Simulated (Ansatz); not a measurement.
# Bands, cutoff and cost in G0W0 for ZnPS3 (C2/m), part 2 of 2

Wanted: a G0W0 gap for ZnPS3 (C2/m) that is converged in bands and cutoff, or an estimate of the limit.

Ansatz 0.2.0; G0W0 on LDA, plane waves, PAW. Known limits of the many-body steps: not at the basis limit; coarse k mesh.

So far. Step 4 (779 empty bands, screening to 150 eV): Against the run with 4×4×2 mesh, 362 empty bands, screening to 90 eV, the gap moves by −0.02 eV.

### 5. Changing the k mesh: 2×2×2 mesh, 362 empty bands, screening to 90 eV

Only the mesh changes. It samples the long-range screening, which converges on its own terms. Bands and cutoff differ from the step before, so it is read against an earlier run that matches them.

Input file input.yaml:

```yaml
crystal:
  lattice:
    - [2.9241439516, -5.0686337764, 0.0002131003]
    - [2.9241439516, 5.0686337764, 0.0002131003]
    - [-1.9314010456, 0.0, 6.30138264]
  atoms:
    - { symbol: Zn, position: [0.6674819479, 0.3325180521, 0.0] }
    - { symbol: Zn, position: [0.3325180521, 0.6674819479, 0.0] }
    - { symbol: P, position: [0.9420357264, 0.9420357264, 0.8265338672] }
    - { symbol: P, position: [0.0579642736, 0.0579642736, 0.1734661328] }
    - { symbol: S, position: [0.5801548021, 0.9164201668, 0.7487598531] }
    - { symbol: S, position: [0.0835798332, 0.4198451979, 0.2512401469] }
    - { symbol: S, position: [0.7465943414, 0.7465943414, 0.2505942246] }
    - { symbol: S, position: [0.2534056586, 0.2534056586, 0.7494057754] }
    - { symbol: S, position: [0.4198451979, 0.0835798332, 0.2512401469] }
    - { symbol: S, position: [0.9164201668, 0.5801548021, 0.7487598531] }
kpoints:
  mp_grid: { grid: [2, 2, 2] }
hamiltonian:
  xc: lda
scf:
  occupations: { method: fixed }
gw:
  n_empty_bands: 362
  ecut_chi: 90
  qp_bands: [v3, c3]
  qp_kpoints: band_edges
  screening: { model: contour_deformation }
```

Command:

```
ansatz run input.yaml --threads 8 --pin off --max-ram 55296MiB --backend cuda --events-out ev --progress --plain --runs-dir out --devices 1 --max-vram 24GiB
```

Numbers of over 12 decimals in the logs are rounded to 6 here.

What it wrote:

```text
GPUs: using 1 of 1 available (devices: 1).
[...]
GPU FFT provider: cuFFT
GPU libraries: cuBLAS 13.8.2, cuFFT 12.4.0, cuSOLVER 12.3.4
Crystal: 10 atoms, lattice volume = 186.795 Å³
Basis set: ecut = 420 eV, 3641 PW (Γ)
Bands: 45, of which v1, the nominal top of the filled ones, is band 35 counted from 1 (34 counted from 0)
Symmetry: 4 space group operations
[...]
k-points: 6 of 8
[...]
1    34      5.8659   -20.6045     2.4838   -17.7242  0.7556     5.4671     5.4693  root
[...]
5    35      5.8063   -20.4553     2.6792   -17.3277  0.7517     5.3549     5.3580  root
     5    36      8.9655    -9.3428    -4.2612   -14.4064  0.7784     9.7770     9.7680  root
     5    37      9.1431    -9.6325    -4.3167   -14.7425  0.7678     9.9461     9.9365  root
     5    38      9.4854   -10.2785    -4.4909   -15.6125  0.7612    10.3409    10.3285  root
[key lines of the parts left out:]
SCF converged after 8 iterations
Free energy (F): -13165.719271 eV
Fermi energy:    6.161975 eV
```

Elapsed: 3.6 s, on 1 × NVIDIA H100 80GB HBM3 with 8 threads of AMD EPYC 7R13 (Zen 3), shared host; peak memory 1.4 GiB; 8.5 s of CPU time.

Numbers from this step:

```yaml
bands_summed: 397
rpa_eps_infinity_on_this_mesh_eigenvalues: 5.492, 9.828, 9.880
plane_waves_in_the_screening_matrix: 365
g0w0_gap_on_the_mesh: 3.410 eV
k_of_the_valence_top: -0.5, -0.5, 0
k_of_the_conduction_bottom: 0, 0, 0
starting_gap_on_the_mesh: 2.131 eV
least_direct_g0w0_gap_on_the_computed_points: 3.586 eV
```

Against the run with 4×4×2 mesh, 362 empty bands, screening to 90 eV, the gap moves by −0.019 eV.

### 6. Changing the frequency model: 4×4×2 mesh, 362 empty bands, screening to 90 eV, plasmon pole

A plasmon pole stands in for the full frequency dependence of the screening; this run shows what that costs in accuracy.

input.yaml: that of step 5 with these lines changed.

```diff
@@ -17,3 +17,3 @@
 kpoints:
-  mp_grid: { grid: [2, 2, 2] }
+  mp_grid: { grid: [4, 4, 2] }
 hamiltonian:
@@ -27,2 +27,2 @@
   qp_kpoints: band_edges
-  screening: { model: contour_deformation }
+  screening: { model: godby_needs }
```

What it wrote:

```text
GPUs: using 1 of 1 available (devices: 1).
[...]
GPU FFT provider: cuFFT
GPU libraries: cuBLAS 13.8.2, cuFFT 12.4.0, cuSOLVER 12.3.4
Crystal: 10 atoms, lattice volume = 186.795 Å³
Basis set: ecut = 420 eV, 3641 PW (Γ)
Bands: 45, of which v1, the nominal top of the filled ones, is band 35 counted from 1 (34 counted from 0)
Symmetry: 4 space group operations
[...]
k-points: 14 of 32
[...]
1    34      5.8546   -20.3892     2.2877   -17.7286  0.7776     5.4808     5.4816  root
[...]
13    35      5.7913   -20.2522     2.4904   -17.3322  0.7746     5.3605     5.3617  root
    13    36      8.9631    -9.5346    -4.0313   -14.4118  0.7989     9.8137     9.8090  root
    13    37      9.1380    -9.7301    -4.1599   -14.7390  0.7897     9.9914     9.9870  root
    13    38      9.4836   -10.3858    -4.3171   -15.6099  0.7802    10.3912    10.3906  root
[key lines of the parts left out:]
SCF converged after 8 iterations
Free energy (F): -13165.879163 eV
Fermi energy:    6.148090 eV
```

Run time: 15 s. Hardware: 1 × NVIDIA H100 80GB HBM3 with 8 threads; peak memory 2.1 GiB.

This step gave:

```yaml
bands_summed: 397
plasmon_pole_fit_frequency: 22.73 eV
rpa_eps_infinity_on_this_mesh_eigenvalues: 5.082, 8.238, 8.260
plane_waves_in_the_screening_matrix: 365
g0w0_gap_on_the_mesh: 3.435 eV
k_of_the_valence_top: -0.5, -0.5, 0
k_of_the_conduction_bottom: 0, 0, 0
starting_gap_on_the_mesh: 2.146 eV
least_direct_g0w0_gap_on_the_computed_points: 3.614 eV
```

Against the run with 4×4×2 mesh, 362 empty bands, screening to 90 eV, the gap moves by +0.006 eV.

### 7. Changing the files: 4×4×2 mesh, 362 empty bands, screening to 90 eV, hard PAW files

Other atomic data (hard PAW) test the pseudisation: the cutoff goes from 420 to 660 eV and the valence electrons from 70 to 86, which opens shells that were frozen.

input.yaml: that of step 6 with these lines changed.

```diff
@@ -20,2 +20,3 @@
   xc: lda
+  pseudopotentials: { kind: paw, source: ansatz }
 scf:
@@ -27,2 +28,2 @@
   qp_kpoints: band_edges
-  screening: { model: godby_needs }
+  screening: { model: contour_deformation }
```

What it wrote:

```text
GPUs: using 1 of 1 available (devices: 1).
[...]
GPU FFT provider: cuFFT
GPU libraries: cuBLAS 13.8.2, cuFFT 12.4.0, cuSOLVER 12.3.4
Crystal: 10 atoms, lattice volume = 186.795 Å³
Basis set: ecut = 660 eV, 7199 PW (Γ)
Bands: 53, of which v1, the nominal top of the filled ones, is band 43 counted from 1 (42 counted from 0)
Symmetry: 4 space group operations
[...]
k-points: 14 of 32
[...]
1    42      6.3376   -20.3870     2.2737   -17.7329  0.7606     5.9554     5.9572  root
[...]
13    43      6.2751   -20.2497     2.4849   -17.3354  0.7558     5.8431     5.8457  root
    13    44      9.4474    -9.5522    -4.0599   -14.4305  0.7842    10.2738    10.2658  root
    13    45      9.6228    -9.7578    -4.1936   -14.7608  0.7716    10.4416    10.4322  root
    13    46      9.9680   -10.4071    -4.3688   -15.6290  0.7639    10.8331    10.8210  root
[key lines of the parts left out:]
SCF converged after 9 iterations
Free energy (F): -21493.914067 eV
Fermi energy:    6.631869 eV
```

Elapsed: 12 s, on 1 × NVIDIA H100 80GB HBM3 with 8 threads; peak memory 2.2 GiB.

Numbers from this step:

```yaml
bands_summed: 405
rpa_eps_infinity_on_this_mesh_eigenvalues: 5.082, 8.238, 8.261
plane_waves_in_the_screening_matrix: 365
g0w0_gap_on_the_mesh: 3.416 eV
k_of_the_valence_top: -0.5, -0.5, 0
k_of_the_conduction_bottom: 0, 0, 0
starting_gap_on_the_mesh: 2.148 eV
least_direct_g0w0_gap_on_the_computed_points: 3.602 eV
```

Against the run with 4×4×2 mesh, 362 empty bands, screening to 90 eV, the gap moves by −0.013 eV.

### 8. The runs together

Times are wall times on 1 × NVIDIA H100 80GB HBM3 with 8 threads of AMD EPYC 7R13 (Zen 3), shared host, good to a factor of about two.

```
 mesh        files            frequency  bands summed  cutoff (eV)  start (eV)  G0W0 (eV)   time  host memory (GiB)
4×4×2  default PAW  contour deformation           163           45       2.146      3.501  5.2 s                1.3
4×4×2  default PAW  contour deformation           397           90       2.146      3.429  8.1 s                1.8
4×4×2  default PAW  contour deformation           814          150       2.146      3.405   19 s                3.1
2×2×2  default PAW  contour deformation           397           90       2.131      3.410  3.6 s                1.4
4×4×2  default PAW         plasmon pole           397           90       2.146      3.435   15 s                2.1
4×4×2     hard PAW  contour deformation           405           90       2.148      3.416   12 s                2.2
```

The parts of the quasiparticle energy at the two band edges (eV; QP = start + Σx + Σc − Vxc):

```
      run               edge  start      Σx     Σc     Vxc     Z    QP
163 bands        valence top   6.15  -20.53   2.67  -17.76  0.77  6.04
163 bands  conduction bottom   8.29  -10.34  -3.74  -15.32  0.79  9.54
397 bands        valence top   6.15  -20.53   2.36  -17.76  0.76  5.73
397 bands  conduction bottom   8.29  -10.34  -4.11  -15.32  0.78  9.16
814 bands        valence top   6.15  -20.53   2.14  -17.76  0.76  5.51
814 bands  conduction bottom   8.29  -10.34  -4.36  -15.32  0.78  8.92
```

### 9. Summary of results

```json
{"163 bands, 45 eV": "3.501 eV", "397 bands, 90 eV": "3.429 eV", "814 bands, 150 eV": "3.405 eV", "estimated limit in bands and cutoff": "3.38 eV", "mesh and start": "4×4×2, LDA"}
```

What this shows: A line in one over the bands through the two highest rungs gives 3.38 eV, −0.02 eV from the top rung; the pair below gives 3.38 eV, in fair agreement. The rungs stand 0.12 eV (163 bands), 0.05 eV (397 bands) and 0.02 eV (814 bands) from it. From 163 to 814 bands the gap moves by −0.10 eV while the time grows 3.6-fold. Σc changes by −0.52 eV at the valence top and −0.62 eV at the conduction bottom, so the levels themselves move more than the gap between them. On the 2×2×2 mesh in place of 4×4×2 the gap differs by −0.02 eV, of which −0.02 eV is already in the start. The plasmon-pole model gives +0.01 eV against contour deformation, 0 % of the correction, and saved no time in this program. Hard PAW files move the gap by −0.01 eV at equal bands and cutoff, +0.002 eV of it in the start. The cheapest rung within 0.1 eV of this estimate is that with 397 bands (8.1 s). The 4×4×2 mesh misses a band edge: over a band path and its finer mesh (run apart) the LDA gap is 1.98 eV, so the G0W0 gap over the zone may lie about 0.17 eV below its value on the mesh. The 4×4×2 mesh is coarse for this cell (its supercell is 13 Å along the shortest edge). The RPA ε∞ on it, from the LDA start, is 5.08, 8.22 and 8.24; such meshes misread the long-range screening, most where the gap is narrow.

[Paths, hosts, dates, memory and timing lines, banners, echoed tables and standing remarks are left out of the program output.]

[Logs are printed without paths, hosts, clocks, repeated set-up lines and the standing remarks that a program may print on its own settings, such as how far it seeks lower states.]

[Runs of the session that timed out or met a known fault of the program may be left out.]

[Cells called generated may have been cut or substituted from an entry of the Crystallography Open Database or the Materials Project.]

[Hosts, paths, dates, database ids (printed as entryN), source tags and the programs' standing remarks are cut or masked in the printed files.]
